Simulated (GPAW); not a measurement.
# A Sn chain with two Si atoms in line: transmission at several levels, part 2 of 2

Wanted: the zero-bias transmission of a Sn chain with two Si atoms in line on a ladder of levels, with run times.

GPAW 26.7.0; GPAW LCAO, PAW setups; Landauer transmission from Green's functions with principal layers (ASE), zero bias.

So far, transmission at the Fermi level (one spin): step 2 (GPAW, dzp, PBE, GPAW) 2.77; step 3 (basis szp(dzp), PBE, GPAW) 2.77; step 4 (basis sz(dzp), PBE, GPAW) 2.74; step 5 (LDA) 2.78.

**7. Comparison**

The curves are compared point by point over the common energies.

This step: comparison of transmission and cost over codes and levels (GPAW 26.7.0).

Ladder, by row:

```
   step  code  T at the Fermi level (sum over the listed spins)  conductance (G0)  r.m.s. T(E) from the first  wall time (s)  peak memory (GiB)  threads
    dzp  GPAW                                             2.766             2.766                           0          52.89               1.07        1
    szp  GPAW                                             2.769             2.769                     0.06156          41.23               1.05        1
     sz  GPAW                                             2.742             2.741                     0.08625          32.94               0.96        1
dzp-LDA  GPAW                                             2.778             2.777                     0.02673          50.33               1.07        1
```

The transmission, zone mean, sum over the listed spins by energy, zero at the Fermi level:

| energy (eV) | dzp | szp | sz | dzp-LDA |
| --- | --- | --- | --- | --- |
| -3.000 | 1.8e-7 | 3.3e-8 | 1.6e-7 | 5.1e-8 |
| -2.475 | 0.697 | 0.669 | 0.660 | 0.694 |
| -2.025 | 0.697 | 0.708 | 0.685 | 0.697 |
| -1.500 | 0.702 | 0.715 | 0.699 | 0.703 |
| -0.975 | 0.723 | 0.733 | 0.719 | 0.726 |
| -0.525 | 2.45 | 2.38 | 2.38 | 2.46 |
| 0.000 | 2.77 | 2.77 | 2.74 | 2.78 |
| 0.525 | 2.81 | 2.81 | 2.79 | 2.82 |
| 0.975 | 2.84 | 2.84 | 2.81 | 2.85 |
| 1.425 | 2.85 | 2.86 | 2.84 | 2.86 |
| 1.500 | 2.86 | 2.85 | 2.84 | 2.85 |
| 1.650 | 2.85 | 2.84 | 2.84 | 2.84 |
| 2.025 | 2.79 | 2.78 | 2.82 | 2.77 |
| 2.475 | 2.60 | 2.58 | 2.71 | 2.56 |
| 3.000 | 1.85 | 1.83 | 2.03 | 1.76 |

**8. Basis sz(dzp), smearing 0.05**

A smaller basis is cheaper in every inversion. Smearing helps the SCF of a metal converge, but it blurs occupations at band edges near the Fermi level.

This step: GPAW LCAO, PAW setups; Landauer transmission from Green's functions with principal layers (ASE), zero bias (GPAW 26.7.0).

run.py reads:

```python
import json
import numpy as np
from ase import Atoms
from ase.transport.calculators import TransportCalculator
from gpaw import GPAW, FermiDirac
from gpaw.lcao.tools import get_lcao_hamiltonian
from scipy.linalg import eigh

# The junction with lead layers at both ends, along the third cell vector
device = Atoms(
    ['Sn', 'Sn', 'Sn', 'Sn', 'Sn', 'Si', 'Si', 'Sn', 'Sn', 'Sn', 'Sn', 'Sn'],
    positions=[
        [4.50000, 4.50000, 1.37500],
        [4.50000, 4.50000, 4.12500],
        [4.50000, 4.50000, 6.87500],
        [4.50000, 4.50000, 9.62500],
        [4.50000, 4.50000, 12.37500],
        [4.50000, 4.50000, 14.84460],
        [4.50000, 4.50000, 17.04460],
        [4.50000, 4.50000, 19.51420],
        [4.50000, 4.50000, 22.26420],
        [4.50000, 4.50000, 25.01420],
        [4.50000, 4.50000, 27.76420],
        [4.50000, 4.50000, 30.51420]],
    cell=[[9.0, 0.0, 0.0], [0.0, 9.0, 0.0], [0.0, 0.0, 31.8892]],
    pbc=True)

# One principal layer of the lead: the first 3 atoms of the device
lead = Atoms(
    ['Sn', 'Sn', 'Sn'],
    positions=[
        [4.50000, 4.50000, 1.37500],
        [4.50000, 4.50000, 4.12500],
        [4.50000, 4.50000, 6.87500]],
    cell=[[9.0, 0.0, 0.0], [0.0, 9.0, 0.0], [0.0, 0.0, 8.25]],
    pbc=True)

settings = dict(mode='lcao', basis='sz(dzp)', xc='PBE', h=0.2,
                occupations=FermiDirac(0.05), maxiter=250,
                mixer=dict(beta=0.1, nmaxold=8, weight=100.0),
                convergence=dict(density=0.0001))
energies = np.arange(-3, 3 + 1e-9, 0.075)
eta = 0.0001
n1, n2 = 1, 1
# k and -k transmit alike, so half of the mesh across the current serves
mesh = [(i, j) for i in range(n1) for j in range(n2) if (i, j) <= (-i % n1, -j % n2)]
weights = np.array([1 if (i, j) == (-i % n1, -j % n2) else 2 for i, j in mesh]) / (n1 * n2)

# [... helper functions left out ...]
fermi_lead = ground_state(lead, (1, 1, 14), 'lead.txt')
fermi_device = ground_state(device, (1, 1, 3), 'device.txt')
# [... loop over the mesh left out, but for ...]
        # Shift the lead onto the potential of the device's first layer
        shift = ((H[:, 0, 0] - H0[:, 0, 0]) / S0[0, 0]).real.mean()
# [...]
kT = 8.617333e-5 * 300
bias = [0.1, 0.2, 0.5, 1.0, 1.5, 2.0]
# [... integrals and printing left out ...]
```

On the command line:

```sh
$ OMP_NUM_THREADS=1 OPENBLAS_NUM_THREADS=1 python run.py
```

Output:

```text
basis functions: device 98, principal layer 27
Fermi level: lead -3.1095 eV, device -3.3084 eV; lead shifted by 0.0180 eV
largest coupling past the next layer 4.06e-07 eV, largest misfit of the first layer 0.011 eV
  E-E_F (eV)   T (one spin)  [channel counts left out]
    -3.000    1.6556e-07
    -2.925    2.1252e-07
    -2.850    9.8716e-07
    -2.775    2.9877e-05
    -2.700    5.1938e-01
    -2.625    6.1345e-01
    -2.550    6.4538e-01
    -2.475    6.6029e-01
    -2.400    6.6855e-01
    -2.325    6.7372e-01
    -2.250    6.7732e-01
    -2.175    6.8009e-01
    -2.100    6.8241e-01
    -2.025    6.8450e-01
    -1.950    6.8650e-01
    -1.875    6.8848e-01
[...]
2.475    2.7191e+00
     2.550    2.6808e+00
     2.625    2.6313e+00
     2.700    2.5671e+00
     2.775    2.4830e+00
     2.850    2.3724e+00
     2.925    2.2267e+00
     3.000    2.0338e+00
conductance at 300 K: 2.7406 G0 a cell; thermopower -0.4586 uV/K
current from the zero-bias T(E) at 0.1 V: 21.232 uA
current from the zero-bias T(E) at 0.2 V: 42.453 uA
current from the zero-bias T(E) at 0.5 V: 105.91 uA
current from the zero-bias T(E) at 1.0 V: 209.35 uA
current from the zero-bias T(E) at 1.5 V: 302.4 uA
current from the zero-bias T(E) at 2.0 V: 374.88 uA
```

Run time: 33 s. Hardware: 1 thread of Intel Xeon Platinum 8488C (Sapphire Rapids), shared host; peak memory 0.96 GiB.

Numbers from this step:

| Item | Value |
| --- | --- |
| conductance | 2.741 G₀ |
| largest coupling past the next principal layer | 4.06e-7 eV |
| largest misfit of the first principal layer | 0.01098 eV |
| shift that aligns the lead | 0.01801 eV |
| basis functions of the junction | 98 |
| basis functions of a principal layer | 27 |
| transmission at the Fermi level (one spin) | 2.742 |

One spin. Table of transmission, zone mean by energy, zero at the Fermi level:

| energy (eV) | transmission, zone mean |
| --- | --- |
| -3.00 | 1.7e-7 |
| -2.77 | 3.0e-5 |
| -2.55 | 0.645 |
| -2.40 | 0.669 |
| -2.17 | 0.680 |
| -1.95 | 0.686 |
| -1.73 | 0.693 |
| -1.57 | 0.697 |
| -1.35 | 0.705 |
| -1.12 | 0.713 |
| -0.90 | 0.723 |
| -0.75 | 1.53 |
| -0.53 | 2.36 |
| -0.30 | 2.64 |
| -0.07 | 2.73 |
| 0.00 | 2.74 |
| 0.07 | 2.75 |
| 0.30 | 2.77 |
| 0.53 | 2.79 |
| 0.75 | 2.80 |
| 0.90 | 2.81 |
| 1.12 | 2.82 |
| 1.35 | 2.83 |
| 1.57 | 2.84 |
| 1.73 | 2.84 |
| 1.95 | 2.83 |
| 2.17 | 2.81 |
| 2.40 | 2.75 |
| 2.55 | 2.68 |
| 2.77 | 2.48 |
| 3.00 | 2.03 |

Not self-consistent under bias; the bias window is split evenly. Current through one cell, from the zero-bias transmission against bias:

```csv
bias (V),"current through one cell, from the zero-bias transmission (μA)"
0.100,21.2
0.200,42.5
0.500,106
1.000,209
1.500,302
2.000,375
```

Transmission of the three most open eigenchannels against energy, zero at the Fermi level:

```
energy (eV)  channel 1  channel 2  channel 3
    -2.7750     3.0e-5          0          0
    -2.4750      0.660          0          0
    -2.2500      0.677          0          0
    -2.0250      0.684          0          0
    -1.7250      0.693          0          0
    -1.5000      0.699          0          0
    -1.2750      0.707          0          0
    -0.9750      0.719    2.4e-11    2.4e-11
    -0.7500      0.729      0.401      0.401
    -0.5250      0.808      0.808      0.740
    -0.2250      0.964      0.964      0.754
     0.0000      0.988      0.988      0.765
     0.2250      0.996      0.996      0.777
     0.5250      0.998      0.998      0.792
     0.7500      0.999      0.999      0.804
     0.9750      0.999      0.999      0.816
     1.2750      0.998      0.998      0.833
     1.5000      0.997      0.997      0.846
     1.7250      0.992      0.992      0.858
     2.0250      0.975      0.975      0.876
     2.2500      0.951      0.951      0.889
     2.4750      0.909      0.909      0.901
     2.7750      0.917      0.783      0.783
     3.0000      0.927      0.553      0.553
```

The conductance, 2.74 G₀, lies 0.9 % below that of the dzp run.

**9. Smearing 0.025, temperature 700, potential alignment off: width = 0.025, temperature = 700 and align = false**

Smearing helps the SCF of a metal converge, but it blurs occupations at band edges near the Fermi level. Temperature enters only through the Fermi window. Without the shift, lead and junction are matched by their Fermi levels alone.

run.py, as its differences from that of step 8:

```diff
@@ -37,4 +37,4 @@
 
-settings = dict(mode='lcao', basis='sz(dzp)', xc='PBE', h=0.2,
-                occupations=FermiDirac(0.05), maxiter=250,
+settings = dict(mode='lcao', basis='dzp', xc='PBE', h=0.2,
+                occupations=FermiDirac(0.025), maxiter=250,
                 mixer=dict(beta=0.1, nmaxold=8, weight=100.0),
@@ -52,6 +52,6 @@
 # [... loop over the mesh left out, but for ...]
-        # Shift the lead onto the potential of the device's first layer
-        shift = ((H[:, 0, 0] - H0[:, 0, 0]) / S0[0, 0]).real.mean()
+        # Lead and device are aligned by their Fermi levels alone
+        shift = 0.0
 # [...]
-kT = 8.617333e-5 * 300
+kT = 8.617333e-5 * 700
 bias = [0.1, 0.2, 0.5, 1.0, 1.5, 2.0]
```

Output:

```text
basis functions: device 256, principal layer 69
Fermi level: lead -2.9736 eV, device -3.0966 eV; lead shifted by 0.0000 eV
largest coupling past the next layer 3.83e-07 eV, largest misfit of the first layer 0.018 eV
  E-E_F (eV)   T (one spin)  [channel counts left out]
    -3.000    1.7032e-07
    -2.925    1.1844e-07
    -2.850    1.8877e-07
    -2.775    1.2495e-06
    -2.700    4.1007e-01
    -2.625    6.8087e-01
    -2.550    7.0764e-01
    -2.475    7.1172e-01
    -2.400    7.1052e-01
    -2.325    7.0796e-01
    -2.250    7.0527e-01
    -2.175    7.0288e-01
    -2.100    7.0094e-01
    -2.025    6.9951e-01
    -1.950    6.9858e-01
    -1.875    6.9813e-01
[...]
2.475    2.6067e+00
     2.550    2.5515e+00
     2.625    2.4877e+00
     2.700    2.4134e+00
     2.775    2.3257e+00
     2.850    2.2194e+00
     2.925    2.0865e+00
     3.000    1.9132e+00
conductance at 700 K: 2.7647 G0 a cell; thermopower -1.007 uV/K
current from the zero-bias T(E) at 0.1 V: 21.419 uA
current from the zero-bias T(E) at 0.2 V: 42.824 uA
current from the zero-bias T(E) at 0.5 V: 106.79 uA
current from the zero-bias T(E) at 1.0 V: 210.79 uA
current from the zero-bias T(E) at 1.5 V: 302.77 uA
current from the zero-bias T(E) at 2.0 V: 375.58 uA
```

Wall time 59 s (1 thread); peak memory 1.1 GiB.

This step gave:

* conductance: 2.765 G₀
* largest coupling past the next principal layer: 3.83e-7 eV
* largest misfit of the first principal layer: 0.01812 eV
* shift that aligns the lead: 0 eV
* basis functions of the junction: 256
* basis functions of a principal layer: 69
* transmission at the Fermi level (one spin): 2.769

One spin. The transmission, zone mean by energy, zero at the Fermi level:

```csv
energy (eV),"transmission, zone mean"
-3.00,1.7e-7
-2.77,1.2e-6
-2.55,0.708
-2.40,0.711
-2.17,0.703
-1.95,0.699
-1.73,0.699
-1.57,0.701
-1.35,0.707
-1.12,0.715
-0.90,0.726
-0.75,1.24
-0.53,2.43
-0.30,2.68
-0.07,2.76
0.00,2.77
0.07,2.78
0.30,2.79
0.53,2.81
0.75,2.82
0.90,2.83
1.12,2.84
1.35,2.85
1.50,2.85
1.57,2.85
1.73,2.84
1.95,2.82
2.17,2.76
2.40,2.65
2.55,2.55
2.77,2.33
3.00,1.91
```

Not self-consistent under bias; the bias window is split evenly. Current through one cell, from the zero-bias transmission against bias:

| bias (V) | current through one cell, from the zero-bias transmission (μA) |
| --- | --- |
| 0.100 | 21.4 |
| 0.200 | 42.8 |
| 0.500 | 107 |
| 1.000 | 211 |
| 1.500 | 303 |
| 2.000 | 376 |

The transmission of the three most open eigenchannels by energy, zero at the Fermi level:

```csv
energy (eV),channel 1,channel 2,channel 3
-3.00,1.7e-7,0,0
-2.85,1.9e-7,0,0
-2.70,0.410,0,0
-2.55,0.708,0,0
-2.33,0.708,0,0
-2.17,0.703,0,0
-2.02,0.700,0,0
-1.88,0.698,0,0
-1.73,0.699,0,0
-1.57,0.701,0,0
-1.35,0.707,0,0
-1.20,0.712,0,0
-1.05,0.719,0,0
-0.90,0.726,1.0e-10,1.0e-10
-0.75,0.734,0.253,0.253
-0.60,0.750,0.750,0.743
-0.38,0.932,0.932,0.756
-0.23,0.976,0.976,0.765
-0.07,0.992,0.992,0.775
0.00,0.995,0.995,0.779
0.07,0.996,0.996,0.784
0.23,0.998,0.998,0.793
0.38,0.998,0.998,0.802
0.60,0.999,0.999,0.815
0.75,0.999,0.999,0.824
0.90,0.999,0.999,0.834
1.05,0.998,0.998,0.843
1.20,0.997,0.997,0.853
1.35,0.994,0.994,0.862
1.57,0.986,0.986,0.878
1.73,0.978,0.978,0.888
1.88,0.966,0.966,0.898
2.02,0.948,0.948,0.908
2.17,0.921,0.921,0.917
2.33,0.926,0.885,0.885
2.55,0.938,0.807,0.807
2.70,0.946,0.734,0.734
2.85,0.952,0.634,0.634
3.00,0.958,0.478,0.478
```

With these changes, and at 700 K in place of 300 K, the conductance is 2.76 G₀ against 2.77 in the dzp run; T at the Fermi level, which temperature doesn't enter, is 2.77 against 2.77.

**10. What came out**

| Property | Result |
| --- | --- |
| conductance | 2.77 G₀ |
| transmission at the Fermi level, mean of the spins | 2.77 |
| thermopower | about 0 (under 1.5 μV/K) |

**Reading.** In the dzp basis the junction conducts 2.77 G₀ at 300 K, with T = 2.77 a spin at the Fermi level; the sz basis reaches that conductance within 10 %. At the Fermi level the three most open eigenchannels pass 0.99, 0.99 and 0.78. Measured against the first run (dzp), the nearest curve is that of dzp-LDA (r.m.s. 0.027) and the farthest that of sz (0.086). Over the compared runs wall time goes from 33 s (sz) to 53 s (dzp), on a shared host. The geometry was built from estimated bond lengths and not relaxed, so the numbers describe this model structure. Spin-orbit coupling is left out, which matters for the heavy atoms here. An evenly spaced straight chain is an idealisation: free chains tend to dimerise, zigzag or, where a band edge lies near the Fermi level, turn magnetic. The currents use the zero-bias T(E) throughout, which holds only while the bias is small against the distance to the nearest feature. The energy step is wider than the thermal energy, so the conductance and thermopower rest on interpolation of T(E).

[Logs are printed without paths, hosts, clocks, repeated set-up lines and the standing remarks that a program may print on its own settings, such as how far it seeks lower states.]

[Hosts, paths, dates, database ids (printed as entryN), source tags and the programs' standing remarks are cut or masked in the printed files.]
